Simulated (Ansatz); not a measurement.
# C on Fe(100): change of the work function, part 2 of 5

Wanted: Δφ(θ) for C/Fe(100), starting from the hollow site.

Ansatz 0.2.0; plane-wave DFT, PBE, Ansatz PAW (the session's first sound run).

So far, work function, upper face (eV): step 2 (the clean slab) 3.86.

In doubt: Bader basins on short bonds can need a finer grid, which would bear on Bader charges.

## (3) The covered slab, k-mesh 5×5×1, coverage 0.25 ML

System of this step: Fe20C (C/Fe(100)). The cell holds 21 atoms: 20 Fe and 1 C. Cell: a = 5.740 Å, b = 5.740 Å, c = 24.136 Å, α = 90.0°, β = 90.0°, γ = 90.0°. Vacuum lies along c.

The clean slab as it ended is repeated in the plane and the adsorbate is set on one face; the cell's size fixes the coverage, and the k-mesh shrinks with it to keep the sampling density about even. Adsorbate and upper layers relax, since the dipole depends on the height.

input.yaml

```yaml
crystal:
  lattice:
    - [5.74, 0.0, 0.0]
    - [0.0, 5.74, 0.0]
    - [0.0, 0.0, 24.135524735]
  atoms:
    - { symbol: Fe, position: [0.0, 0.0, 0.3728943165], spin: 2.97 }
    - { symbol: Fe, position: [0.25, 0.25, 0.4323502437], spin: 2.38 }
    - { symbol: Fe, position: [0.0, 0.0, 0.491095603], spin: 2.5 }
    - { symbol: Fe, position: [0.25, 0.25, 0.5507060243], spin: 2.31 }
    - { symbol: Fe, position: [0.0, 0.0, 0.6063893326], spin: 2.92 }
    - { symbol: Fe, position: [0.0, 0.5, 0.3728943165], spin: 2.97 }
    - { symbol: Fe, position: [0.25, 0.75, 0.4323502437], spin: 2.38 }
    - { symbol: Fe, position: [0.0, 0.5, 0.491095603], spin: 2.5 }
    - { symbol: Fe, position: [0.25, 0.75, 0.5507060243], spin: 2.31 }
    - { symbol: Fe, position: [0.0, 0.5, 0.6063893326], spin: 2.92 }
    - { symbol: Fe, position: [0.5, 0.0, 0.3728943165], spin: 2.97 }
    - { symbol: Fe, position: [0.75, 0.25, 0.4323502437], spin: 2.38 }
    - { symbol: Fe, position: [0.5, 0.0, 0.491095603], spin: 2.5 }
    - { symbol: Fe, position: [0.75, 0.25, 0.5507060243], spin: 2.31 }
    - { symbol: Fe, position: [0.5, 0.0, 0.6063893326], spin: 2.92 }
    - { symbol: Fe, position: [0.5, 0.5, 0.3728943165], spin: 2.97 }
    - { symbol: Fe, position: [0.75, 0.75, 0.4323502437], spin: 2.38 }
    - { symbol: Fe, position: [0.5, 0.5, 0.491095603], spin: 2.5 }
    - { symbol: Fe, position: [0.75, 0.75, 0.5507060243], spin: 2.31 }
    - { symbol: Fe, position: [0.5, 0.5, 0.6063893326], spin: 2.92 }
    - { symbol: C, position: [0.25, 0.25, 0.6271056835] }
magnetization:
  spin_polarized: true
kpoints:
  mp_grid: { grid: [5, 5, 1] }
hamiltonian:
  xc: pbe
scf:
  occupations: { method: fermi_dirac, width: 0.1 }
  convergence: { dr2_threshold: 1.0e-08 }
efield:
  axis: 3
  dipole_correction: true
  ramp_position: 0.97
  ramp_width: 0.06
relax:
  f_tol: 0.02
  max_steps: 60
  constraints: [{ sites: [0, 1, 5, 6, 10, 11, 15, 16] }]
output:
  bader: true
  dos: { projected: true, e_range: [-8, 4] }
  write_potential: true
  write_density: true
  volumetric_format: npy
  elf: true
```

Command:

```bash
$ ansatz run input.yaml --threads 4 --pin off --max-ram 12288MiB --backend cpu --events-out ev --progress --plain --runs-dir out
```

Numbers of over 12 decimals in the logs are rounded to 6 here.

Output:

```text
[...]
Crystal: 21 atoms, lattice volume = 795.208 Å³
Basis set: ecut = 420 eV, 15669 PW (Γ), exchange–correlation on 80×80×324 points (8 copies of the dense FFT grid, shifted against one another)
Bands: 226, of which v1, the nominal top of the filled ones, is band 162 counted from 1 (161 counted from 0)
Symmetry: 8 space group operations
k-points: 6 of 25
[...]
Starting moments: Σ|m| = 52.32 μB on 20 of 21 sites
[...]
SCF iter   1: F=—  HF=-89850.291299 eV  |F-HF|=—  |Δ(HF+E_count)|=         —  Δρ=4.30e-2 (↑1.92e-2 ↓4.30e-2)  dr2=5.69e1  dr2_m=2.86e0  M=50.851 μB ∫|m|=51.650 μB  β_m=1.00  ethr=3.10e-3  p=-0.000 e·Å  D=-4.03e-7 V/Å  ΔV_dip=0.00 eV  dr2_dipole=2.45e0  V_vac-E_F(+/−)=7.45/7.45 eV  ⟨swp⟩=11.0  Hψ=14977  notcnv=0  defer=137
[...]
SCF iter  16: F=-89850.533620 eV  HF=-89850.533620 eV  |F-HF|=5.24e-10  |Δ(HF+E_count)|=   4.50e-9  Δρ=3.43e-7 (↑2.69e-7 ↓3.43e-7)  dr2=2.12e-9  dr2_m=2.20e-10  M=50.736 μB ∫|m|=53.507 μB  ethr=1.00e-12  p=-0.106 e·Å  D=-2.42e-2 V/Å  ΔV_dip=0.58 eV  dr2_dipole=2.61e-13  V_vac-E_F(+/−)=4.47/3.89 eV  ⟨swp⟩=15.2  Hψ=20727  notcnv=0
SCF 1 converged in 16 iterations: F = -89850.533620 eV  dr2 = 2.12e-9
[...]
relax step   1: F+E_penalty+E_count = -89850.53362034 eV  Δ(F+E_penalty+E_count) = +0.000e0 eV  max|allowed force component| = 1.803e0 eV/Å  Δτ_max = 0.0000 Å  (16 SCF iters, accepted)
[...]
SCF iter  13: F=-89850.721134 eV  HF=-89850.721134 eV  |F-HF|=1.11e-8  |Δ(HF+E_count)|=   2.55e-9  Δρ=6.95e-7 (↑2.08e-7 ↓6.95e-7)  dr2=9.96e-9  dr2_m=9.59e-10  M=50.813 μB ∫|m|=53.567 μB  ethr=1.00e-12  p=-0.094 e·Å  D=-2.15e-2 V/Å  ΔV_dip=0.52 eV  dr2_dipole=2.41e-9  V_vac-E_F(+/−)=4.41/3.89 eV  ⟨swp⟩=11.5  Hψ=16607  notcnv=0
SCF 2 converged in 13 iterations: F = -89850.721134 eV  dr2 = 9.96e-9
relax step   2: F+E_penalty+E_count = -89850.72113421 eV  Δ(F+E_penalty+E_count) = -1.875e-1 eV  max|allowed force component| = 1.183e0 eV/Å  Δτ_max = 0.0597 Å  (13 SCF iters, accepted)
SCF iter   1: F=—  HF=-89850.751550 eV  |F-HF|=—  |Δ(HF+E_count)|=         —  Δρ=6.90e-3 (↑5.69e-3 ↓6.90e-3)  dr2=2.61e-1  dr2_m=2.18e-1  M=50.820 μB ∫|m|=53.532 μB  β_m=1.00  ethr=4.47e-4  p=-0.094 e·Å  D=-2.15e-2 V/Å  ΔV_dip=0.52 eV  dr2_dipole=9.87e-3  V_vac-E_F(+/−)=4.40/3.88 eV  ⟨swp⟩=4.9  Hψ=7493  notcnv=0  defer=270
[...]
SCF iter  12: F=-89850.893038 eV  HF=-89850.893038 eV  |F-HF|=4.37e-10  |Δ(HF+E_count)|=   1.78e-8  Δρ=5.75e-7 (↑4.15e-7 ↓5.75e-7)  dr2=6.33e-9  dr2_m=5.95e-10  M=50.801 μB ∫|m|=53.525 μB  ethr=2.91e-12  p=-0.078 e·Å  D=-1.77e-2 V/Å  ΔV_dip=0.43 eV  dr2_dipole=1.33e-10  V_vac-E_F(+/−)=4.32/3.89 eV  ⟨swp⟩=12.9  Hψ=18697  notcnv=0
SCF 3 converged in 12 iterations: F = -89850.893038 eV  dr2 = 6.33e-9
relax step   3: F+E_penalty+E_count = -89850.89303775 eV  Δ(F+E_penalty+E_count) = -1.719e-1 eV  max|allowed force component| = 2.844e-1 eV/Å  Δτ_max = 0.1175 Å  (12 SCF iters, accepted)
[...]
relax step   4: F+E_penalty+E_count = -89850.88496814 eV  Δ(F+E_penalty+E_count) = +8.070e-3 eV  max|allowed force component| = 1.885e-1 eV/Å  Δτ_max = 0.0721 Å  (13 SCF iters, rejected (line search))
[...]
relax step   5: F+E_penalty+E_count = -89850.90485704 eV  Δ(F+E_penalty+E_count) = -1.182e-2 eV  max|allowed force component| = 4.901e-2 eV/Å  Δτ_max = 0.0293 Å  (12 SCF iters, accepted)
SCF iter   1: F=—  HF=-89850.905109 eV  |F-HF|=—  |Δ(HF+E_count)|=         —  Δρ=2.39e-4 (↑1.91e-4 ↓2.39e-4)  dr2=5.45e-4  dr2_m=2.34e-4  M=50.904 μB ∫|m|=53.647 μB  β_m=1.00  ethr=2.63e-6  p=-0.081 e·Å  D=-1.85e-2 V/Å  ΔV_dip=0.45 eV  dr2_dipole=1.19e-5  V_vac-E_F(+/−)=4.34/3.89 eV  ⟨swp⟩=2.3  Hψ=4818  notcnv=0  defer=125
[...]
SCF iter  10: F=-89850.905174 eV  HF=-89850.905174 eV  |F-HF|=1.53e-9  |Δ(HF+E_count)|=   6.90e-9  Δρ=4.11e-7 (↑2.36e-7 ↓4.11e-7)  dr2=3.09e-9  dr2_m=3.38e-10  M=50.902 μB ∫|m|=53.648 μB  ethr=1.00e-12  p=-0.082 e·Å  D=-1.86e-2 V/Å  ΔV_dip=0.45 eV  dr2_dipole=4.65e-10  V_vac-E_F(+/−)=4.34/3.89 eV  ⟨swp⟩=8.6  Hψ=16711  notcnv=0
SCF 6 converged in 10 iterations: F = -89850.905174 eV  dr2 = 3.09e-9
relax step   6: F+E_penalty+E_count = -89850.90517353 eV  Δ(F+E_penalty+E_count) = -3.165e-4 eV  max|allowed force component| = 7.391e-3 eV/Å  Δτ_max = 0.0074 Å  (10 SCF iters, accepted)
NSCF: frozen V_eff on 6 k-points
[...]
SCF converged after 10 iterations
Magnetization: 50.9020 μB (187.4510 up, 136.5490 down)
Absolute magnetization: 53.6496 μB (∫|ρ↑−ρ↓|, with the PAW one-centre terms)
[...]
Per-site moments (μB) at R_I (Å): [(2.969378, 1.025266), (2.425133, 1.025266), (2.438089, 0.998354), (1.827737, 0.800840), (2.424723, 0.808363), (2.969378, 1.025266), (2.404867, 1.023849), (2.438089, 0.998354), (2.425658, 1.015309), (2.424723, 0.808363), (2.969378, 1.025266), (2.404867, 1.023849), (2.438089, 0.998354), (2.425658, 1.015309), (2.424723, 0.808363), (2.969378, 1.025266), (2.352270, 1.014823), (2.438089, 0.998354), (2.388166, 1.031527), (2.424723, 0.808363), (-0.208311, 0.800840)]
Free energy (F): -89850.905174 eV
[...]
Internal energy: -89850.168411 eV  (E = F + TS)
E sigma→0 (E₀):  -89850.536792 eV
Entropy (-TS):   -0.736762 eV (-35.084 meV/atom)
Fermi energy:    2.629944 eV
Dipole field:    D = -0.018631 V/Å  (p = -0.081874 e·Å, saw-weighted, corrected)
Work function:   Φ+ = 4.3418 eV   Φ− = 3.8921 eV
[...]
--- Forces (eV/Å), atoms counted from 1 ---
  atom   1  Fe     0.03264849     0.03264849     0.42912300
  atom   2  Fe    -0.00000000     0.00000000    -0.59240323
  atom   3  Fe    -0.00184678    -0.00184678     0.00116556
  atom   4  Fe    -0.00000000     0.00000000    -0.00445079
  atom   5  Fe    -0.00102843    -0.00102843    -0.00052136
  atom   6  Fe     0.03264849    -0.03264849     0.42912300
  atom   7  Fe     0.00000000     0.00000000    -0.37263992
  atom   8  Fe    -0.00184678     0.00184678     0.00116556
  atom   9  Fe     0.00000000     0.00000000    -0.00350147
  atom  10  Fe    -0.00102843     0.00102843    -0.00052136
  atom  11  Fe    -0.03264849     0.03264849     0.42912300
  atom  12  Fe    -0.00000000     0.00000000    -0.37263992
  atom  13  Fe     0.00184678    -0.00184678     0.00116556
  atom  14  Fe    -0.00000000     0.00000000    -0.00350147
  atom  15  Fe     0.00102843    -0.00102843    -0.00052136
  atom  16  Fe    -0.03264849    -0.03264849     0.42912300
  atom  17  Fe     0.00000000     0.00000000    -0.37968542
  atom  18  Fe     0.00184678     0.00184678     0.00116556
  atom  19  Fe     0.00000000     0.00000000     0.00739130
  atom  20  Fe     0.00102843     0.00102843    -0.00052136
  atom  21  C     -0.00000000     0.00000000     0.00240888
  max |Σ_I F_I| component: 4.68e-5 eV/Å
--- Band table (eV; the first three rows and the last of 12) ---
  k-point 0 ↑: bands = [... 158 lower, 1.3472, 1.3472, 1.3495, 1.3646, 1.4516, 1.4516, 1.4703, 1.5066, ... 60 higher]
  k-point 1 ↑: bands = [... 158 lower, 1.2946, 1.3258, 1.3297, 1.3537, 1.4104, 1.4747, 1.4939, 1.5140, ... 60 higher]
  k-point 2 ↑: bands = [... 158 lower, 1.2402, 1.2583, 1.2589, 1.3248, 1.3272, 1.3324, 1.3878, 1.4131, ... 60 higher]
  k-point 5 ↓: bands = [... 158 lower, 3.9424, 3.9564, 4.0070, 4.0245, 4.0950, 4.0954, 4.1135, 4.1464, ... 60 higher]
--- Relaxed structure (6 steps of the walk, 5 accepted, 0 SCFs on fresh bases) ---
  F+E_penalty+E_count = -89850.90517353 eV   max|allowed force component| = 7.391e-3 eV/Å
  atoms:
    - { symbol: Fe, position: [0.0, 0.0, 0.3728943165] }
    - { symbol: Fe, position: [0.25, 0.25, 0.432350] }
    - { symbol: Fe, position: [-0.00328225, -0.00328225, 0.491549] }
    - { symbol: Fe, position: [0.25, 0.25, 0.544452] }
    - { symbol: Fe, position: [0.013261, 0.013261, 0.608996] }
    - { symbol: Fe, position: [0.0, 0.5, 0.3728943165] }
    - { symbol: Fe, position: [0.25, 0.75, 0.432350] }
    - { symbol: Fe, position: [-0.00328225, 0.503282, 0.491549] }
    - { symbol: Fe, position: [0.25, 0.75, 0.551462] }
    - { symbol: Fe, position: [0.013261, 0.486739, 0.608996] }
    - { symbol: Fe, position: [0.5, 0.0, 0.3728943165] }
    - { symbol: Fe, position: [0.75, 0.25, 0.432350] }
    - { symbol: Fe, position: [0.503282, -0.00328225, 0.491549] }
    - { symbol: Fe, position: [0.75, 0.25, 0.551462] }
    - { symbol: Fe, position: [0.486739, 0.013261, 0.608996] }
    - { symbol: Fe, position: [0.5, 0.5, 0.3728943165] }
    - { symbol: Fe, position: [0.75, 0.75, 0.432350] }
    - { symbol: Fe, position: [0.503282, 0.503282, 0.491549] }
    - { symbol: Fe, position: [0.75, 0.75, 0.553592] }
    - { symbol: Fe, position: [0.486739, 0.486739, 0.608996] }
    - { symbol: C, position: [0.25, 0.25, 0.624891] }
--- Bader charges: 21 sites ---
  site symbol  charge [e]  shift [e]    m [muB]
     0     Fe      0.0547     0.0001     3.1120
     1     Fe     -0.0498     0.0001     2.3688
     2     Fe      0.0215     0.0001     2.4037
     3     Fe      0.1062     0.0003     1.8732
     4     Fe      0.2860     0.0004     2.6909
     5     Fe      0.0547     0.0001     3.1120
     6     Fe     -0.0633     0.0001     2.3489
     7     Fe      0.0215     0.0001     2.4037
     8     Fe     -0.0234     0.0002     2.3793
     9     Fe      0.2860     0.0004     2.6909
    10     Fe      0.0547     0.0001     3.1120
    11     Fe     -0.0633     0.0001     2.3489
    12     Fe      0.0215     0.0001     2.4037
    13     Fe     -0.0235     0.0002     2.3793
    14     Fe      0.2860     0.0004     2.6909
    15     Fe      0.0547     0.0001     3.1120
    16     Fe     -0.0787     0.0000     2.2951
    17     Fe      0.0215     0.0001     2.4037
    18     Fe     -0.1270     0.0002     2.3328
    19     Fe      0.2860     0.0004     2.6909
    20      C     -1.1261     0.0024    -0.2506
  estimated error of the sums over rays = 8.6e-4 e
```

Wall time 14 min (4 threads of Arm Neoverse V1, shared host); peak memory 4.7 GiB; 53 min of CPU time.

Step by step:

```tsv
step	energy less that of the first step (eV)	largest force component (eV/Å)
1	0.0000	1.8034
2	-0.1875	1.1831
3	-0.3594	0.2844
4	-0.3513	0.1885
5	-0.3712	0.0490
6	-0.3716	0.0074
```

Relaxation step 4 was tried and not accepted.

The run keeps the 8 symmetry operations that it works with, so distortions that break them were not tested.

The atoms that moved most (Å):

```tsv
atom	dx	dy	dz	length
Fe4	0.000	0.000	-0.151	0.151
Fe5	0.076	0.076	0.063	0.125
Fe15	-0.076	0.076	0.063	0.125
Fe10	0.076	-0.076	0.063	0.125
Fe20	-0.076	-0.076	0.063	0.125
Fe19	0.000	0.000	0.070	0.070
C21	0.000	0.000	-0.053	0.053
Fe18	0.019	0.019	0.011	0.029
```

Final coordinates:

```
Fe C
1.0
     5.74000    0.00000    0.00000
     0.00000    5.74000    0.00000
     0.00000    0.00000   24.13552
Fe C
20 1
Direct
  0.00000 0.00000 0.37289
  0.25000 0.25000 0.43235
  0.99672 0.99672 0.49155
  0.25000 0.25000 0.54445
  0.01326 0.01326 0.60900
  0.00000 0.50000 0.37289
  0.25000 0.75000 0.43235
  0.99672 0.50328 0.49155
  0.25000 0.75000 0.55146
  0.01326 0.48674 0.60900
  0.50000 0.00000 0.37289
  0.75000 0.25000 0.43235
  0.50328 0.99672 0.49155
  0.75000 0.25000 0.55146
  0.48674 0.01326 0.60900
  0.50000 0.50000 0.37289
  0.75000 0.75000 0.43235
  0.50328 0.50328 0.49155
  0.75000 0.75000 0.55359
  0.48674 0.48674 0.60900
  0.25000 0.25000 0.62489
```

This step gave:

* energy at zero smearing: -89850.5368 eV
* total moment: 50.90 μB
* work function, upper face: 4.342 eV
* work function, lower face: 3.892 eV
* dipole along the normal: -0.08187 e·Å
* step between the vacuum levels: 0.4497 eV

Running mean over 1.435 Å of the planar mean; the ramp of the sawtooth is left out. Table of electron's electrostatic potential energy less the Fermi level by z:

z (Å), electron's electrostatic potential energy less the Fermi level (eV) and a bar from the least value:
```
      3.0        3.9 #############################
      3.5        3.9 #############################
      4.0        3.9 #############################
      4.5        3.9 #############################
      5.0        3.9 #############################
      5.5        3.9 #############################
      6.0        3.9 #############################
      6.5        3.8 #############################
      7.0        3.5 ############################
      7.5        2.4 ##########################
      8.0       -0.9 ###################
      8.5       -5.8 #########
      9.0       -9.0 ###
      9.5       -9.6 ##
     10.0       -9.6 ##
     10.5       -9.6 ##
     11.0       -9.6 ##
     11.5       -9.6 ##
     12.0       -9.7 ##
     12.5       -9.7 ##
     13.0       -9.6 ##
     13.5       -9.6 ##
     14.0      -10.0 #
     14.5      -10.5 
     15.0       -8.7 ###
     15.5       -3.7 ##############
     16.0        1.5 ########################
     16.5        3.6 #############################
     17.0        4.2 ##############################
     17.5        4.3 ##############################
     18.0        4.3 ##############################
     18.5        4.3 ##############################
     19.0        4.3 ##############################
     19.5        4.3 ##############################
     20.0        4.3 ##############################
     20.5        4.3 ##############################
     21.0        4.3 ##############################
```

The density of states has structure finer than the step of the table below, so its rows give means over 0.25 eV, whole bins alone (the curve runs from -8 to 1.98 eV). Peaks (eV: height): total -1.710: 57.4, -1.650: 52.8, -1.530: 71.6, -1.380: 73.9, -1.200: 87.3, -1.080: 84.5, 1.320: 62.1; up -3.190: 38.2, -1.710: 46.6, -1.560: 42.1, -1.500: 38.7, -1.290: 55.2, -1.200: 52.9, -1.080: 62.6; down -1.530: 48.5, -1.380: 43.3, 1.140: 46.2, 1.230: 42.8, 1.320: 59.0, 1.470: 39.1, 1.650: 43.9.

Density of states against energy, zero at the Fermi level; means over each step; values in states/eV a cell:

```tsv
energy (eV)	total	up	down
-7.75	0.164	0.164	0
-7.50	1.07	0.757	0.309
-7.25	1.46	0.731	0.724
-7.00	1.99	1.26	0.735
-6.75	1.79	0.557	1.23
-6.50	1.35	0.831	0.522
-6.25	2.08	1.29	0.789
-6.00	3.37	2.37	0.998
-5.75	5.21	2.84	2.36
-5.50	5.36	3.87	1.49
-5.25	8.25	5.03	3.22
-5.00	7.40	4.49	2.91
-4.75	10.6	6.95	3.67
-4.50	15.1	11.3	3.80
-4.25	17.9	14.8	3.08
-4.00	19.4	16.0	3.40
-3.75	19.1	15.7	3.45
-3.50	27.4	22.0	5.34
-3.25	35.2	29.5	5.71
-3.00	27.4	22.0	5.41
-2.75	35.0	27.3	7.75
-2.50	39.3	28.9	10.4
-2.25	30.0	18.2	11.8
-2.00	30.6	19.4	11.2
-1.75	43.1	27.7	15.4
-1.50	46.3	24.5	21.9
-1.25	64.2	39.8	24.4
-1.00	52.6	30.2	22.4
-0.75	37.4	18.9	18.5
-0.50	25.4	11.4	14.1
-0.25	24.3	12.5	11.8
0.00	21.8	8.08	13.7
0.25	19.2	2.11	17.1
0.50	23.4	5.48	17.9
0.75	16.1	2.90	13.2
1.00	20.2	2.92	17.3
1.25	42.9	4.62	38.3
1.50	29.3	3.97	25.4
1.75	38.1	2.71	35.3
```

Projected DOS per atom over height of the atomic layer and energy from the Fermi level. Layers: Fe4 Fe4 Fe4 Fe4 Fe4C from below.

Ten even steps from '_' (0.00 states/eV) to '@' (3.11 states/eV), each cell a mean:
```
--****++--
**++==++==
--..::::::
++..::..--
==::::::--
::++==++::
++@@%%@@++
++@@%%@@++
**======**
##======++
##--==--==
++==++++==
====::----
--::::::..
..::::::..
____......
______....
__________
__________
__________
__________
__________
```
Columns: height of the atomic layer (Å) from 9 to 14.8; rows upwards: energy from the Fermi level (eV) from -7.96 to 1.95.

Projected DOS per atom, spin up over height of the atomic layer and energy from the Fermi level. Layers: Fe4 Fe4 Fe4 Fe4 Fe4C from below.

Ten even steps from '_' (0.00 states/eV) to '@' (2.13 states/eV), each cell a mean:
```
__________
________..
__________
__________
__..::::..
..======..
--@@%%%%--
==%%##%%++
##--==::++
%%::----**
@@--====++
##==****++
++==::----
==----::..
..::--::..
__........
________..
__________
__________
__________
__________
__________
```
Columns: height of the atomic layer (Å) from 9 to 14.8; rows upwards: energy from the Fermi level (eV) from -7.96 to 1.95.

Projected DOS per atom, spin down over height of the atomic layer and energy from the Fermi level. Layers: Fe4 Fe4 Fe4 Fe4 Fe4C from below.

Ten even steps from '_' (0.00 states/eV) to '@' (1.92 states/eV), each cell a mean:
```
++@@@@%%==
@@##**%%**
++::::::==
%%..::..++
**::....==
--------::
++++++++==
==++++++--
..--::==--
::--::::..
....::..__
..........
__......__
________..
________..
________..
__________
__________
__________
__________
__________
__________
```
Columns: height of the atomic layer (Å) from 9 to 14.8; rows upwards: energy from the Fermi level (eV) from -7.96 to 1.95.

Site moment by atom:

```tsv
atom	site moment (μB)
Fe1	2.97
Fe2	2.43
Fe3	2.44
Fe4	1.83
Fe5	2.42
Fe6	2.97
Fe7	2.40
Fe8	2.44
Fe9	2.43
Fe10	2.42
Fe11	2.97
Fe12	2.40
Fe13	2.44
Fe14	2.43
Fe15	2.42
Fe16	2.97
Fe17	2.35
Fe18	2.44
Fe19	2.39
Fe20	2.42
C21	-0.21
```

Spin density in the ca plane at fractional y = 0.250, with atoms of Fe and C within 0.2 Å of it.

Values in e/Å³, 8 rows by 16 columns, each cell a mean:
```
 0.0  0.0  0.0  0.1  0.0  0.0  0.1  0.0  0.0  0.0  0.0  0.0  0.0  0.0  0.0  0.0
 0.0  0.0  0.0  2.1  0.5  0.1  2.3  0.3  0.0  0.0  0.0  0.0  0.0  0.0  0.0  0.0
 0.0  0.0  0.0  1.3  0.3  0.0  1.4  0.2  0.0  0.0  0.0  0.0  0.0  0.0  0.0  0.0
 0.0  0.0  0.0  0.0  0.0  0.0  0.0  0.0  0.0  0.0  0.0  0.0  0.0  0.0  0.0  0.0
 0.0  0.0  0.0  0.1  0.0  0.0  0.1  0.0  0.0  0.0  0.0  0.0  0.0  0.0  0.0  0.0
 0.0  0.0  0.0  2.1  0.5  0.1  1.9  0.1 -0.1  0.0  0.0  0.0  0.0  0.0  0.0  0.0
 0.0  0.0  0.0  1.3  0.3  0.1  1.2  0.0 -0.1  0.0  0.0  0.0  0.0  0.0  0.0  0.0
 0.0  0.0  0.0  0.0  0.0  0.0  0.0  0.0  0.0  0.0  0.0  0.0  0.0  0.0  0.0  0.0
```
Columns run along c (16.0 Å, from fractional 0.29 to 0.95 of the cell), rows up along a (5.7 Å). Atoms in or near the plane, at fractional coordinates: Fe at (0.43, 0.25), Fe at (0.54, 0.25), Fe at (0.43, 0.75), Fe at (0.55, 0.75), C at (0.62, 0.25).

(Continued in part 3 of 5.)

[Logs are printed without paths, hosts, clocks, repeated set-up lines and the standing remarks that a program may print on its own settings, such as how far it seeks lower states.]

[Hosts, paths, dates, database ids (printed as entryN), source tags and the programs' standing remarks are cut or masked in the printed files.]

[Maps of the electrostatic potential energy from Ansatz leave out the sawtooth potential of an applied field or a dipole correction, so their vacuum need not be flat; planar profiles and work functions include it.]

[The density of states shown here was stored with 400 of the rows of the run's finer table, so its peaks can read low, often by over a quarter, or be missed, and its means over a window can be off by a tenth or more.]
